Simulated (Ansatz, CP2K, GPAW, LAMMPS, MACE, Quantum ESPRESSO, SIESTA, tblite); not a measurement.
# La2O3 with crystalline order left by the classical run (95 atoms): one structure in several programs

How near do other programs and methods come to a plane-wave reference for La2O3 with crystalline order left by the classical run (95 atoms)? A plane-wave run serves as the reference.

Calculated with Quantum ESPRESSO 7.5; Kohn-Sham DFT, PBE, SSSP efficiency 1.3.0 pseudopotentials, plane waves.

### 1. Set-up

The cell holds 95 atoms: 38 La and 57 O. Cell: a = 12.168 Å, b = 12.168 Å, c = 12.168 Å, α = 90.0°, β = 90.0°, γ = 90.0°. 95 atoms (38 Nd, 57 O) placed at random at 6.31 g/cm³, melted at 5000 K for 10 ps at fixed volume with the Morse and Coulomb pair potential with partial charges (Pedone, Malavasi, Menziani, Cormack and Segre, J. Phys. Chem. B 110, 11780 (2006)). Quenched from 5000 K to 300 K at 20 K/ps and fixed volume, held 5 ps, then minimised at fixed cell. Then Nd was replaced by La and the cell scaled by 1.023 (the potential has no terms for the new elements, so the cell is a start for a DFT relaxation).

### 2. The reference run

The input, pw.in:

```
&control
  calculation = 'scf'
  pseudo_dir = './pseudo'
  outdir = './tmp'
  disk_io = 'none'
  tprnfor = .true.
  tstress = .true.
/
&system
  ibrav = 0
  nat = 95
  ntyp = 2
  ecutwfc = 60
  ecutrho = 480
  nosym = .true.
  occupations = 'smearing'
  smearing = 'fd'
  degauss = 0.003675
/
&electrons
  conv_thr = 4.8e-07
  electron_maxstep = 100
  mixing_beta = 0.4
  mixing_mode = 'plain'
  diagonalization = 'david'
/
ATOMIC_SPECIES
La 138.905 La.upf
O 15.999 O.upf
CELL_PARAMETERS angstrom
12.16777 0.00000 0.00000
0.00000 12.16777 0.00000
0.00000 0.00000 12.16777
ATOMIC_POSITIONS crystal
La 0.62796 0.27172 0.07450
La 0.37676 0.04395 0.19254
La 0.87403 0.21804 0.58166
La 0.89250 0.13602 0.86247
La 0.83956 0.56117 0.71274
La 0.37767 0.43462 0.09827
La 0.85592 0.36476 0.26948
La 0.07820 0.47030 0.41360
La 0.59270 0.51803 0.26588
La 0.63268 0.33201 0.80204
La 0.09943 0.90474 0.26085
La 0.85417 0.73134 0.16760
[... 79 atom lines left out ...]
O 0.26617 0.02152 0.84365
O 0.51059 0.17693 0.76199
O 0.48736 0.84481 0.92930
O 0.16190 0.33343 0.28166
K_POINTS gamma
```

Started as:

```bash
$ OMP_NUM_THREADS=1 mpirun -np 4 pw.x -in pw.in > output.txt
```

Log:

```text
Program PWSCF
     gamma-point specific algorithms are used
     one sub-group per band group will be used
     scalapack distributed-memory algorithm (size of sub-group:  2*  2 procs)
     Parallelization info
     sticks:   dense  smooth     PW     G-vecs:    dense   smooth      PW
     Min        5053    2524    633               539821   190908   23857
     Max        5056    2525    636               539824   190917   23860
     Sum       20217   10097   2537              2159289   763649   95433
     bravais-lattice index     =            0
     lattice parameter (alat)  =      22.9938  a.u.
     unit-cell volume          =   12157.0885 (a.u.)^3
     number of atoms/cell      =           95
     number of atomic types    =            2
     number of electrons       =       760.00
[... lines left out ...]
     scf convergence threshold =      4.8E-07
[... lines left out ...]
     number of k points=     1  Fermi-Dirac smearing, width (Ry)=  0.0037
[... lines left out ...]
     total energy              =  -19791.25187290 Ry
[... lines left out ...]
     total energy              =  -19801.31463348 Ry
[... lines left out ...]
     total energy              =  -19801.79925456 Ry
[... lines left out ...]
     total energy              =  -19802.34963953 Ry
[... lines left out ...]
     total energy              =  -19802.34964245 Ry
[... lines left out ...]
   -21.9891 -21.9833 -21.9724 -21.9464 -21.9264 -21.9165 -21.9098 -21.8734
[...]
12.5810  12.5849  12.5991  12.6032  12.6097  12.6152  12.6166  12.6226
    12.6245  12.6326  12.6377  12.6531  12.6594  12.6696  12.6711  12.6735
     the Fermi energy is     9.7893 ev
!    total energy              =  -19802.34964782 Ry
     total all-electron energy =    -26006.622515 Ry
     estimated scf accuracy    <       0.00000041 Ry
     smearing contrib. (-TS)   =      -0.00000000 Ry
     internal energy E=F+TS    =  -19802.34964782 Ry
     The total energy is F=E-TS. E is the sum of the following terms:
     one-electron contribution =   -1100.54166021 Ry
     hartree contribution      =    1043.34199581 Ry
     xc contribution           =    -930.26776828 Ry
     ewald contribution        =   -3314.57381506 Ry
     one-center paw contrib.   =  -15500.30840007 Ry
     convergence has been achieved in  20 iterations
     negative rho (up, down):  4.713E-03 0.000E+00
     Forces acting on atoms (cartesian axes, Ry/au):
     atom    1 type  1   force =    -0.00092070   -0.02199698    0.01206797
     atom    2 type  1   force =    -0.00181930    0.00230331   -0.00117417
     atom    3 type  1   force =    -0.00180580    0.02333976   -0.00179271
[...]
atom   94 type  2   force =    -0.00264549   -0.01462702    0.01671437
     atom   95 type  2   force =    -0.02055677   -0.01663415    0.00770004
     Total force =     0.173260     Total SCF correction =     0.000700
     Computing stress (Cartesian axis) and pressure
     negative rho (up, down):  4.713E-03 0.000E+00
          total   stress  (Ry/bohr**3)                   (kbar)     P=        3.59
  -0.00002771   0.00003154  -0.00002993           -4.08        4.64       -4.40
   0.00003154  -0.00010202   0.00004432            4.64      -15.01        6.52
  -0.00002993   0.00004432   0.00020298           -4.40        6.52       29.86
     Message from routine punch:
     Nothing written, as per user request (disk_io='none')
```

Elapsed: 21 min, on 4 MPI ranks of Arm Neoverse V2, shared host; peak memory 13 GiB.

Banners, paths, timers and routine set-up lines are dropped from the logs unmarked, and long logs keep their key lines alone; longer cuts are marked.

Numbers from this run:

- r.m.s. force component: 0.2639 eV/Å
- longest force: 0.8606 eV/Å
- pressure: 0.359 GPa
- gap (highest filled to lowest empty level): 3.122 eV

### 3. Structure statistics

g(r), total and by pair (bins of 0.1 Å):

| r (Å) | total | O-O | O-La | La-La |
| --- | --- | --- | --- | --- |
| 2.15 | 0.00 | 0.00 | 0.00 | 0.00 |
| 2.25 | 0.37 | 0.00 | 0.78 | 0.00 |
| 2.35 | 3.08 | 0.00 | 6.42 | 0.00 |
| 2.45 | 5.15 | 0.00 | 10.70 | 0.00 |
| 2.55 | 2.16 | 0.00 | 4.49 | 0.00 |
| 2.65 | 0.50 | 0.00 | 1.04 | 0.00 |
| 2.75 | 0.21 | 0.00 | 0.44 | 0.00 |
| 2.85 | 0.08 | 0.00 | 0.16 | 0.00 |
| 2.95 | 0.26 | 0.40 | 0.23 | 0.00 |
| 3.05 | 0.85 | 2.17 | 0.14 | 0.00 |
| 3.15 | 1.21 | 3.27 | 0.07 | 0.00 |
| 3.25 | 1.20 | 3.17 | 0.12 | 0.00 |
| 3.35 | 1.02 | 2.60 | 0.00 | 0.52 |
| 3.45 | 0.67 | 1.56 | 0.00 | 0.67 |
| 3.55 | 1.23 | 2.17 | 0.16 | 2.34 |
| 3.65 | 1.27 | 1.92 | 0.15 | 3.14 |
| 3.75 | 1.35 | 2.13 | 0.19 | 3.11 |
| 3.85 | 1.05 | 1.13 | 0.35 | 2.96 |
| 3.95 | 0.80 | 0.74 | 0.30 | 2.43 |
| 4.05 | 1.10 | 0.97 | 0.84 | 2.19 |
| 4.15 | 1.00 | 0.51 | 0.93 | 2.31 |
| 4.25 | 1.09 | 0.39 | 1.39 | 1.77 |
| 4.35 | 1.01 | 0.56 | 1.33 | 1.05 |
| 4.45 | 0.93 | 0.22 | 1.31 | 1.40 |
| 4.55 | 0.95 | 0.72 | 1.09 | 1.06 |
| 4.65 | 0.79 | 0.53 | 0.83 | 1.29 |
| 4.75 | 1.04 | 0.90 | 1.26 | 0.70 |
| 4.85 | 1.00 | 1.20 | 1.07 | 0.34 |
| 4.95 | 0.86 | 0.97 | 0.95 | 0.33 |
| 5.05 | 0.77 | 0.83 | 0.93 | 0.16 |
| 5.15 | 0.79 | 0.43 | 1.15 | 0.53 |
| 5.25 | 0.96 | 0.51 | 1.54 | 0.21 |
| 5.35 | 0.97 | 0.28 | 1.69 | 0.35 |
| 5.45 | 1.05 | 0.62 | 1.60 | 0.34 |
| 5.55 | 0.90 | 0.57 | 1.29 | 0.45 |
| 5.65 | 0.97 | 0.83 | 1.29 | 0.31 |
| 5.75 | 1.16 | 1.31 | 1.24 | 0.60 |
| 5.85 | 1.25 | 1.47 | 1.31 | 0.58 |
| 5.95 | 1.15 | 1.17 | 1.22 | 0.90 |
| 6.05 | 1.21 | 1.47 | 1.14 | 0.87 |

Bonds by pair of elements; cutoffs follow the first minimum of g(r), held within bounds set by covalent radii, and pairs that aren't listed don't count as bonded (cutoffs were set anew for this text, so counts can differ from the run's own analysis):

| pair A-B | cutoff (Å) | bonds | mean length (Å) | spread (Å) | shortest (Å) | B about A | A about B |
| --- | --- | --- | --- | --- | --- | --- | --- |
| O-La | 3.19 | 225 | 2.48 | 0.135 | 2.23 | 3.95 | 5.92 |

How many atoms have how many bonded neighbours:

| element | mean | 3 | 4 | 5 | 6 | 7 |
| --- | --- | --- | --- | --- | --- | --- |
| La | 5.92 | 0 | 1 | 6 | 26 | 5 |
| O | 3.95 | 6 | 48 | 3 | 0 | 0 |

### 4. The ladder

The programs:
- CP2K 2026.2: Gaussian basis with GTH pseudopotentials and a plane-wave density; labels give functional, basis (MOLOPT sets; SR short-range, UZH the newer set with its own potentials), grid cutoff/relative cutoff and solver (OT: orbital transformation; TRS4, TC2, SIGN: linear-scaling purification with its sparsity filter), or its built-in tight binding.
- GPAW 26.7.0: PAW with atomic orbitals (LCAO), plane waves or a real-space grid of spacing h.
- MACE: machine-learned potential, published weights.
- SIESTA 5.4.2: numerical atomic orbitals, whose automatically made sets are far from complete, with PseudoDojo norm-conserving potentials that we converted to its format (checked against plane waves on the same files for H, C, O, Si, Ge and Ca alone); labels give functional, basis size, energy shift and mesh cutoff.
- tblite 0.8.0: extended tight binding, driven from Python.

All use the same cell and atoms; the electronic-structure runs use the same k-mesh, and an electronic temperature of 580 K (0.05 eV) where levels are smeared.

Differences are against the plane-wave reference, forces as r.m.s. over components; share is that over the reference's r.m.s. force, slope the least-squares factor from reference forces to these. Total energies of different programs have different zeros and aren't compared.

| run | Δ force, r.m.s. (meV/Å) | share (%) | slope | Δ pressure (GPa) | Δ gap (eV) | cores | CPU time | memory (GiB) |
| --- | --- | --- | --- | --- | --- | --- | --- | --- |
| reference | - | - | - | - | - | 4 | 83 min | 13 |
| CP2K PBE, DZVP-MOLOPT-SR, 600/50 Ry, OT DIIS | 46.0 | 17.4 | 1.042 | 0.996 | -0.0335 | 4 | 57 min | 7.1 |
| GPAW PBE, LCAO dzp, h 0.18 Å | 92.6 | 35.1 | 0.966 | - | 0.0171 | 1 | 16 min | 3.1 |
| GPAW PBE, LCAO dzp, h 0.22 Å (coarse) | 160 | 60.5 | 0.934 | - | 0.0146 | 1 | 10 min | 2.0 |
| MACE MP-0b2 small potential | 60.4 | 22.9 | 0.922 | -1.53 | - | 1 | 5.8 s | 0.66 |
| MACE MP-0b3 medium potential | 59.8 | 22.7 | 0.882 | -1.60 | - | 1 | 7.2 s | 0.97 |
| MACE MPA-0 medium potential | 78.3 | 29.7 | 0.960 | -1.11 | - | 1 | 7.3 s | 0.97 |
| SIESTA PBE, DZ, shift 0.01 Ry, mesh 500 Ry (coarse) | 135 | 51.2 | 1.232 | -0.636 | -0.120 | 2 | 6.2 min | 3.0 |
| SIESTA PBE, DZP, shift 0.01 Ry, mesh 500 Ry | 128 | 48.4 | 1.099 | 2.31 | -0.132 | 4 | 12 min | 4.4 |
| SIESTA PBE, SZ, shift 0.01 Ry, mesh 500 Ry (coarse) | 171 | 64.6 | 1.327 | -4.59 | -0.605 | 1 | 4.2 min | 2.0 |
| SIESTA PBE, SZP, shift 0.01 Ry, mesh 500 Ry (coarse) | 167 | 63.4 | 1.182 | 4.02 | -0.387 | 2 | 8.8 min | 3.5 |
| tblite IPEA1-xTB | 435 | 165 | -0.142 | -0.144 | - | 1 | 20 s | 0.14 |

Rows marked coarse were listed beforehand as settings not expected to be converged; some can still land near the reference.

Times of the machine-learned potentials are mostly Python's start and the loading of weights.

CPU time is summed over cores on a shared host, where runs went side by side, so it is rough. Symmetry, cutoffs, thresholds, outputs and thread counts weren't matched or tuned between programs; memory under MPI is the largest rank's times the ranks.

Runs without a result: tblite GFN2-xTB (not converged); CP2K GFN1-xTB, OT DIIS (not converged); CP2K PBE, DZVP-MOLOPT-SR, 600/50 Ry, TRS4 filter 1e-05, SCF 1e-06 (not converged, the SCF not settling); GPAW PBE, LCAO sz(dzp), h 0.18 Å (stopped at the start: ValueError: invalid literal for int() with base 10: 'b').

Mean charges by element (e), by run and scheme:

| run | scheme | La | O |
| --- | --- | --- | --- |
| CP2K PBE, DZVP-MOLOPT-SR, 600/50 Ry, OT DIIS | Mulliken | +1.15 | -0.76 |
| SIESTA PBE, DZP, shift 0.01 Ry, mesh 500 Ry | Hirshfeld | +0.52 | -0.35 |
| tblite IPEA1-xTB | Mulliken | +0.74 | -0.49 |

Within one program, basis, potentials and functional, energies share a zero. Each run against its twin at the usual cutoff or grid and solver:

| run | twin | Δ energy (meV/atom) | Δ force, r.m.s. (meV/Å) | CPU time over the twin's |
| --- | --- | --- | --- | --- |
| GPAW PBE, LCAO dzp, h 0.22 Å | LCAO dzp, h 0.18 Å | 153 | 131 | 0.62 |

### 5. Summary of results

| Quantity | Value |
| --- | --- |
| reference r.m.s. force component | 0.264 eV/Å |
| nearest in forces | CP2K PBE, DZVP-MOLOPT-SR, 600/50 Ry, OT DIIS, 17 % |
| farthest in forces | tblite IPEA1-xTB, 165 % |
| cheapest electronic-structure run beside the reference | tblite IPEA1-xTB, 20 s of CPU time |

The PBE runs in local orbitals, coarse settings apart, differ by 17 % (CP2K PBE, DZVP-MOLOPT-SR, 600/50 Ry, OT DIIS) to 48 % (SIESTA PBE, DZP, shift 0.01 Ry, mesh 500 Ry); basis, grid and potentials can all enter. Tight binding differs by 165 % (tblite IPEA1-xTB); it is another model, with fitted parameters of its own, and the xTB methods hold dispersion. Machine-learned potentials differ by 23 % (MACE MP-0b3 medium potential) to 30 % (MACE MPA-0 medium potential); they were trained on other programs' data. IPEA1-xTB was fitted to ionisation energies and electron affinities, not to forces or charges. tblite IPEA1-xTB needed 136 SCF steps, so its time overstates the method's usual cost. Runs with settings chosen to be coarse differ by 51 % (SIESTA PBE, DZ, shift 0.01 Ry, mesh 500 Ry) to 65 % (SIESTA PBE, SZ, shift 0.01 Ry, mesh 500 Ry), their programs' other errors included. Of the electronic-structure runs that take under half the reference's CPU time, GPAW PBE, LCAO dzp, h 0.18 Å comes nearest, at 35 % in 16 min against 83 min. At the same functional, gaps differ from the reference's 3.12 eV by between -0.61 and +0.02 eV. In pressure, SIESTA PBE, SZ, shift 0.01 Ry, mesh 500 Ry misses by -4.6 GPa, at the same functional. Charges hang on model, scheme and program or settings: among these rows the mean for La runs from +0.52 to +1.15 e. In the reference: filled and empty levels are parted by 3.12 eV (on the run's k-points); a semilocal functional tends to put such gaps too low. In a disordered cell it changes from sample to sample, and tail or defect levels can set it. In the reference: for some of the pairs, g(r) has its first main peak near 3.2 Å (O-O), 2.4 Å (O-La) and 3.7 Å (La-La). Periodic xTB results under one method name differ between programs and library versions. The reference's pressure holds the uncorrected Pulay stress of its 60 Ry basis, so small pressure differences, and their order, may be the reference's own error. Machine-learned potentials mimic data converged in k, so the reference's own k-point error enters their differences. The quench rate of 20 K/ps is many orders above laboratory rates, so the cell is likely richer in defects and strain than a real sample. The network of bonds at the start is that of the classical potential that made the cell, and needn't be the one that DFT or experiment would give. The reference's stress is far from hydrostatic: its diagonal is -0.4, -1.5, 3.0 GPa, compression counted positive. The electronic-structure runs sample only Γ, in a cell whose shortest periodic width is 12 Å. Spin–orbit coupling is left out, which matters for the levels of the heavy elements.

[Also dropped from logs without a mark: logging warnings of Python, and SIESTA's first energy breakdown and zero terms.]

[Logs are printed without paths, hosts, clocks, repeated set-up lines and the standing remarks that a program may print on its own settings, such as how far it seeks lower states.]

[Hosts, paths, dates, database ids (printed as entryN), source tags and the programs' standing remarks are cut or masked in the printed files.]
